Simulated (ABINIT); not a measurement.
## Nb (Im-3m): from the cell to the phonon bands

How does Nb (Im-3m) vibrate, and is this structure a minimum?

Program: ABINIT 10.8.3. Level of theory: DFT PBEsol, scalar-relativistic, plane waves, PseudoDojo norm-conserving pseudopotentials. Results are calculated unless marked as measured.

Most raw output is cut from this account.

The database entry behind the starting cell differs from later determinations by our own check (about 0.8 % long, hydrogen-cycled sample), so it need not match the best structure at ambient conditions.

### Step 1. Starting point

The structure is cubic, space group Im-3m (No. 229). Conventional cell: a = 3.328 Å, b = 3.328 Å, c = 3.328 Å, α = 90.00°, β = 90.00°, γ = 90.00°. Nearest to Nb lie 8 Nb at 2.88 Å.

### Step 2. A probe with smearing

A first run with smearing and empty bands tells whether the crystal has a gap, which decides between fixed occupations and smearing later on.

Contents of probe.abi:

```
# ground state
tolvrs 1.0d-08
prtden 1
prtwf 1

# basis, mesh and filling
ecut 37.0
ngkpt 8 8 8
nshiftk 1
shiftk 0.0 0.0 0.0
istwfk *1
occopt 7
tsmear 0.005
nband 12
nstep 100
diemac 9.0
prtebands 0
prtgsr 0

# cell and atoms
acell 5.446277508 5.446277508 5.446277508
rprim 
    -0.5773502692 0.5773502692 0.5773502692
    0.5773502692 -0.5773502692 0.5773502692
    0.5773502692 0.5773502692 -0.5773502692
ntypat 1
znucl 41
natom 1
typat 1
xred 
    0.0 0.0 0.0
pp_dirpath "./pseudo"
pseudos "Nb.upf"
```

Launch:

```bash
OMP_NUM_THREADS=1 mpirun -n 4 abinit probe.abi > probe.log
```

Elapsed: 4.4 s, on 4 MPI ranks of Intel Xeon 6975P-C (Granite Rapids), shared host.

This step gave:

```yaml
volume_per_atom: 18.43 Å³
pressure: -8.538 GPa
gap_on_the_k_mesh: 0 eV
```

No gap opens on this mesh, so smearing is kept; the printed pressure holds the stress of the finite basis too.

### Step 3. Relaxation

The harmonic expansion needs vanishing forces, and a free crystal bears no stress, so cell and atoms are brought to rest. Stress is more sensitive to the basis than forces are: the last 3 Ha under the cutoff are smoothed with ecutsm, and the cutoff is raised above that of the later runs.

Contents of relax.abi:

```
# relaxation
ionmov 2
optcell 2
dilatmx 1.08
ntime 40
tolmxf 1.0d-05
tolvrs 1.0d-14
prtwf 0
prtden 0
chksymtnons 0

# basis, mesh and filling
ecut 46.0
ecutsm 3.0
ngkpt 12 12 12
nshiftk 1
shiftk 0.0 0.0 0.0
istwfk *1
occopt 7
tsmear 0.01
nband 12
nstep 100
diemac 1000000.0
prtebands 0
prtgsr 0

# cell and atoms
acell 5.446277508 5.446277508 5.446277508
rprim 
    -0.5773502692 0.5773502692 0.5773502692
    0.5773502692 -0.5773502692 0.5773502692
    0.5773502692 0.5773502692 -0.5773502692
ntypat 1
znucl 41
natom 1
typat 1
xred 
    0.0 0.0 0.0
pp_dirpath "./pseudo"
pseudos "Nb.upf"
```

Launch:

```bash
OMP_NUM_THREADS=1 mpirun -n 4 abinit relax.abi > relax.log
```

Wall time 53 s (4 MPI ranks); 3.5 min of CPU time.

The steps of the relaxation:

| step | energy less that of the first step (eV) | largest force (eV/Å) | volume (Å³) |
| --- | --- | --- | --- |
| 1 | 0.0000 | 0.0000 | 18.43 |
| 2 | -0.0186 | 0.0000 | 17.96 |
| 3 | -0.0243 | 0.0000 | 17.51 |
| 4 | -0.0243 | 0.0000 | 17.54 |
| 5 | -0.0243 | 0.0000 | 17.53 |

| conventional cell, symmetrised | before | after | change |
| --- | --- | --- | --- |
| a (Å) | 3.328 | 3.273 | -1.6 % |
| b (Å) | 3.328 | 3.273 | -1.6 % |
| c (Å) | 3.328 | 3.273 | -1.6 % |
| volume (Å³/atom) | 18.43 | 17.53 | -4.8 % |

The relaxed structure:

```xyz
1
Lattice="-1.6366 1.6366 1.6366 1.6366 -1.6366 1.6366 1.6366 1.6366 -1.6366" Properties=species:S:1:pos:R:3 pbc="T T T"
Nb    0.0000    0.0000    0.0000
```

Read from the output:

| Property | Result |
| --- | --- |
| volume per atom | 17.53 Å³ |
| pressure | -1.17e-5 GPa |

The volume changes by -4.8 % in this run and stands -4.8 % from the first cell.

### Step 4. Self-consistent run for the response

The response is built on these wavefunctions, so the potential is converged far more tightly than an energy would need. Smearing stays on, as the first look found no gap above 0.3 eV.

Contents of gs.abi:

```
# ground state
tolvrs 1.0d-16
prtden 1
prtwf 1

# basis, mesh and filling
ecut 37.0
ngkpt 12 12 12
nshiftk 1
shiftk 0.0 0.0 0.0
istwfk *1
occopt 7
tsmear 0.01
nband 12
nstep 100
diemac 1000000.0
prtebands 0
prtgsr 0

# cell and atoms
acell 5.356788305 5.356788305 5.356788305
rprim 
    -0.5773502692 0.5773502692 0.5773502692
    0.5773502692 -0.5773502692 0.5773502692
    0.5773502692 0.5773502692 -0.5773502692
ntypat 1
znucl 41
natom 1
typat 1
xred 
    0.0 0.0 0.0
pp_dirpath "./pseudo"
pseudos "Nb.upf"
```

Launch:

```bash
OMP_NUM_THREADS=1 mpirun -n 4 abinit gs.abi > gs.log
```

The job ended after 8.7 s (4 MPI ranks).

Numbers from this step:

```
pressure : -0.5874 GPa
```

The cell stands at -0.59 GPa: the relaxation ran with a smoothed and higher cutoff, and the difference is a stress of the finite basis.

### Step 5. Linear response at Γ

At q = 0 one unit cell holds all displacements. The response is solved for single atoms along the cell's directions, and symmetry skips those that follow from others. The crystal is treated as a metal, which screens a static field, so no field response is asked.

Contents of dfpt_gamma.abi:

```

# common to the responses
getwfk_filepath "gso_WFK"
kptopt 2
nqpt 1
qpt 0.0 0.0 0.0
asr 0
chneut 0

# displacements
rfphon 1
rfatpol 1 1
rfdir 1 1 1
tolvrs 1.0d-10
prtwf 0
prtpot 1

# basis, mesh and filling
ecut 37.0
ngkpt 12 12 12
nshiftk 1
shiftk 0.0 0.0 0.0
istwfk *1
occopt 7
tsmear 0.01
nband 12
nstep 100
diemac 1000000.0
prtebands 0
prtgsr 0

# cell and atoms
acell 5.356788305 5.356788305 5.356788305
rprim 
    -0.5773502692 0.5773502692 0.5773502692
    0.5773502692 -0.5773502692 0.5773502692
    0.5773502692 0.5773502692 -0.5773502692
ntypat 1
znucl 41
natom 1
typat 1
xred 
    0.0 0.0 0.0
pp_dirpath "./pseudo"
pseudos "Nb.upf"
```

Launch:

```bash
OMP_NUM_THREADS=1 mpirun -n 4 abinit dfpt_gamma.abi > dfpt_gamma.log
```

Elapsed: 17 s, on 4 MPI ranks; 68 s of CPU time.

With one atom there are acoustic modes alone, which should vanish; they come out at 1.70 cm⁻¹ in size, the error that the sum rule removes later.

### Step 6. Linear response on the mesh

Linear response treats each wavevector of the 4×4×4 mesh in the unit cell; the first-order potentials are kept for the electron-phonon matrix elements.

Contents of dfpt_q.abi:

```
ndtset 7

# wavevectors
qpt1 0.25 0.0 0.0
qpt2 0.5 0.0 0.0
qpt3 0.25 0.25 0.0
qpt4 0.25 0.25 0.25
qpt5 -0.25 0.25 0.25
qpt6 0.5 0.5 0.25
qpt7 0.5 0.5 0.5

# displacements
getwfk_filepath "gso_WFK"
getwfq_filepath "gso_WFK"
kptopt 3
nqpt 1
rfphon 1
rfatpol 1 1
rfdir 1 1 1
tolvrs 1.0d-10
prtwf 0
prtpot 1

# basis, mesh and filling
ecut 37.0
ngkpt 12 12 12
nshiftk 1
shiftk 0.0 0.0 0.0
istwfk *1
occopt 7
tsmear 0.01
nband 12
nstep 100
diemac 1000000.0
prtebands 0
prtgsr 0

# cell and atoms
acell 5.356788305 5.356788305 5.356788305
rprim 
    -0.5773502692 0.5773502692 0.5773502692
    0.5773502692 -0.5773502692 0.5773502692
    0.5773502692 0.5773502692 -0.5773502692
ntypat 1
znucl 41
natom 1
typat 1
xred 
    0.0 0.0 0.0
pp_dirpath "./pseudo"
pseudos "Nb.upf"
```

Launch:

```bash
OMP_NUM_THREADS=1 mpirun -n 4 abinit dfpt_q.abi > dfpt_q.log
```

It took 23 min on 4 MPI ranks.

Numbers from this step:

* lowest mode on the q mesh (acoustic ones at the zone centre apart): 76.26 cm⁻¹

Frequencies (cm⁻¹) before the sum rule at the irreducible wavevectors but Γ, which is solved apart; negative means imaginary. Frequencies by wavevector:

| q (fractions) | star | mode 1 | mode 2 | mode 3 |
| --- | --- | --- | --- | --- |
| 0.25 0 0 | 12 | 76.26 | 100.5 | 146 |
| 0.5 0 0 | 6 | 148.3 | 175.6 | 195.9 |
| 0.25 0.25 0 | 24 | 134.7 | 135.8 | 206.7 |
| 0.25 0.25 0.25 | 2 | 179.1 | 179.1 | 179.1 |
| -0.25 0.25 0.25 | 6 | 115.8 | 115.8 | 206.2 |
| 0.5 0.5 0.25 | 12 | 151.2 | 197.3 | 204.3 |
| 0.5 0.5 0.5 | 1 | 228.1 | 228.1 | 228.1 |

### Step 7. Interpolated phonon bands

anaddb transforms the dynamical matrices to force constants and back along the path; points of the mesh come back as solved, but for the sum rule and, in polar crystals, the LO-TO term at Γ; the rest is interpolation.

Contents of anaddb.abi:

```
ddb_filepath "all_DDB"
output_file "anaddb.abo"
outdata_prefix "anaddb"
ifcflag 1
ngqpt 4 4 4
nqshft 1
q1shft 0.0 0.0 0.0
asr 1
chneut 0
dipdip 0
dipquad 0
quadquad 0
enunit 0
eivec 0
nph1l 62
qph1l 
    0.0 0.0 0.0 1.0
    0.05 -0.05 0.05 1.0
    0.1 -0.1 0.1 1.0
    0.15 -0.15 0.15 1.0
    0.2 -0.2 0.2 1.0
    0.25 -0.25 0.25 1.0
    0.3 -0.3 0.3 1.0
    0.35 -0.35 0.35 1.0
    0.4 -0.4 0.4 1.0
    0.45 -0.45 0.45 1.0
    0.5 -0.5 0.5 1.0
    0.45 -0.45 0.5 1.0
    0.4 -0.4 0.5 1.0
    0.35 -0.35 0.5 1.0
    0.3 -0.3 0.5 1.0
    0.25 -0.25 0.5 1.0
    0.2 -0.2 0.5 1.0
    0.15 -0.15 0.5 1.0
    0.1 -0.1 0.5 1.0
    0.05 -0.05 0.5 1.0
    0.0 0.0 0.5 1.0
    0.0 0.0 0.45 1.0
    0.0 0.0 0.4 1.0
    0.0 0.0 0.35 1.0
    0.0 0.0 0.3 1.0
    0.0 0.0 0.25 1.0
    0.0 0.0 0.2 1.0
    0.0 0.0 0.15 1.0
    0.0 0.0 0.1 1.0
    0.0 0.0 0.05 1.0
    0.0 0.0 0.0 1.0
    0.025 0.025 0.025 1.0
    0.05 0.05 0.05 1.0
    0.075 0.075 0.075 1.0
    0.1 0.1 0.1 1.0
    0.125 0.125 0.125 1.0
    0.15 0.15 0.15 1.0
    0.175 0.175 0.175 1.0
    0.2 0.2 0.2 1.0
    0.225 0.225 0.225 1.0
    0.25 0.25 0.25 1.0
    0.275 0.175 0.275 1.0
    0.3 0.1 0.3 1.0
    0.325 0.025 0.325 1.0
    0.35 -0.05 0.35 1.0
    0.375 -0.125 0.375 1.0
    0.4 -0.2 0.4 1.0
    0.425 -0.275 0.425 1.0
    0.45 -0.35 0.45 1.0
    0.475 -0.425 0.475 1.0
    0.5 -0.5 0.5 1.0
    0.25 0.25 0.25 1.0
    0.225 0.225 0.275 1.0
    0.2 0.2 0.3 1.0
    0.175 0.175 0.325 1.0
    0.15 0.15 0.35 1.0
    0.125 0.125 0.375 1.0
    0.1 0.1 0.4 1.0
    0.075 0.075 0.425 1.0
    0.05 0.05 0.45 1.0
    0.025 0.025 0.475 1.0
    0.0 0.0 0.5 1.0
```

Contents of mrgddb.in:

```
all_DDB
merged
8
dfpt_gammao_DDB
dfpt_qo_DS1_DDB
dfpt_qo_DS2_DDB
dfpt_qo_DS3_DDB
dfpt_qo_DS4_DDB
dfpt_qo_DS5_DDB
dfpt_qo_DS6_DDB
dfpt_qo_DS7_DDB
```

Launch:

```bash
mrgddb < mrgddb.in > mrgddb.log
OMP_NUM_THREADS=1 anaddb anaddb.abi > anaddb.log
```

Elapsed: 0.73 s, on 1 thread.

Numbers from this step:

| Item | Value |
| --- | --- |
| lowest frequency on the path | -28.34 cm⁻¹ |

Anaddb. The phonon branches at the labelled points (cm⁻¹):

| point | branch 1 | branch 2 | branch 3 |
| --- | --- | --- | --- |
| Γ | 0 | 0 | 0 |
| halfway | 116 | 116 | 206 |
| H | 228 | 228 | 228 |
| halfway | 151 | 197 | 204 |
| N | 148 | 176 | 196 |
| halfway | 76 | 100 | 146 |
| Γ | 0 | 0 | 0 |
| halfway | 90 | 90 | 184 |
| P | 179 | 179 | 179 |
| halfway | 140 | 191 | 191 |
| H | 228 | 228 | 228 |
| jump to P | 179 | 179 | 179 |
| halfway | 147 | 166 | 201 |
| N | 148 | 176 | 196 |

The path dips to 28i cm⁻¹ between the solved wavevectors, whose modes are all real, so the dip may come from the interpolation.

### Step 8. Density of states

Sums over the zone need many more wavevectors than were solved, so the interpolation is sampled on a dense mesh.

Contents of anaddb.abi:

```
ddb_filepath "all_DDB"
output_file "anaddb.abo"
outdata_prefix "anaddb"
ifcflag 1
ngqpt 4 4 4
nqshft 1
q1shft 0.0 0.0 0.0
asr 1
chneut 0
dipdip 0
dipquad 0
quadquad 0
prtdos 2
ng2qpt 19 19 19
dosdeltae 4.5563e-06
ntemper 11
temperinc 100.0
tempermin 0.0
```

Launch:

```bash
OMP_NUM_THREADS=1 anaddb anaddb.abi > anaddb.log
```

It took 0.86 s on 1 thread.

Numbers from this step:

```yaml
share_of_modes_beyond_3i_cm_minus1_on_the_dense_interpolated_mesh: 0.0049
```

The phonon density of states has structure finer than the step of the table below, so its rows give means over 10 cm⁻¹, whole bins alone (the curve runs from -30 to 258 cm⁻¹). Peaks (cm⁻¹: height): 138.0: 0.0640, 203.0: 0.0811.

Tetrahedra. The phonon density of states by wavenumber; means over each step:

| wavenumber (cm⁻¹) | phonon density of states (1/cm⁻¹/cell) |
| --- | --- |
| -20 | 4.8e-4 |
| -10 | 7.5e-4 |
| 0 | 8.6e-4 |
| 10 | 0.00110 |
| 20 | 0.00146 |
| 30 | 0.00184 |
| 40 | 0.00247 |
| 50 | 0.00322 |
| 60 | 0.00401 |
| 70 | 0.00489 |
| 80 | 0.00593 |
| 90 | 0.00712 |
| 100 | 0.00857 |
| 110 | 0.0106 |
| 120 | 0.0136 |
| 130 | 0.0201 |
| 140 | 0.0399 |
| 150 | 0.0203 |
| 160 | 0.0183 |
| 170 | 0.0215 |
| 180 | 0.0152 |
| 190 | 0.0175 |
| 200 | 0.0618 |
| 210 | 0.0144 |
| 220 | 0.00368 |
| 230 | 3.0e-4 |
| 240 | 0 |

### Step 9. Results

```yaml
space_group_after_relaxation: Im-3m
volume_per_atom: 17.5 Å³
q_mesh: 4×4×4
lowest_mode_on_the_q_mesh_acoustic_ones_at_the_zone_centre_apart: 76.3 cm⁻¹
imaginary_modes_on_the_q_mesh: none
```

In words: Nb (Im-3m) is dynamically stable on the 4×4×4 mesh; its spectrum reaches 228 cm⁻¹. The base run prints -0.59 GPa, mostly the error of a finite basis; the relaxation, with a smoothed and higher cutoff, had brought the cell to rest. The imaginary part of the path lies between the solved wavevectors, so it may come from the interpolation. These are harmonic frequencies at zero temperature: anharmonic shifts and linewidths and thermal expansion are left out. In a metal the frequencies hang on the k mesh and the smearing, most of all near Kohn anomalies. Electron-phonon sums were run after this but are not shown: the interpolated spectrum has imaginary branches.

[Host names and launcher messages were left out of these logs when they were recorded.]

[Logs are printed without paths, hosts, clocks, repeated set-up lines and the standing remarks that a program may print on its own settings, such as how far it seeks lower states.]

[Hosts, paths, dates, database ids (printed as entryN), source tags and the programs' standing remarks are cut or masked in the printed files.]
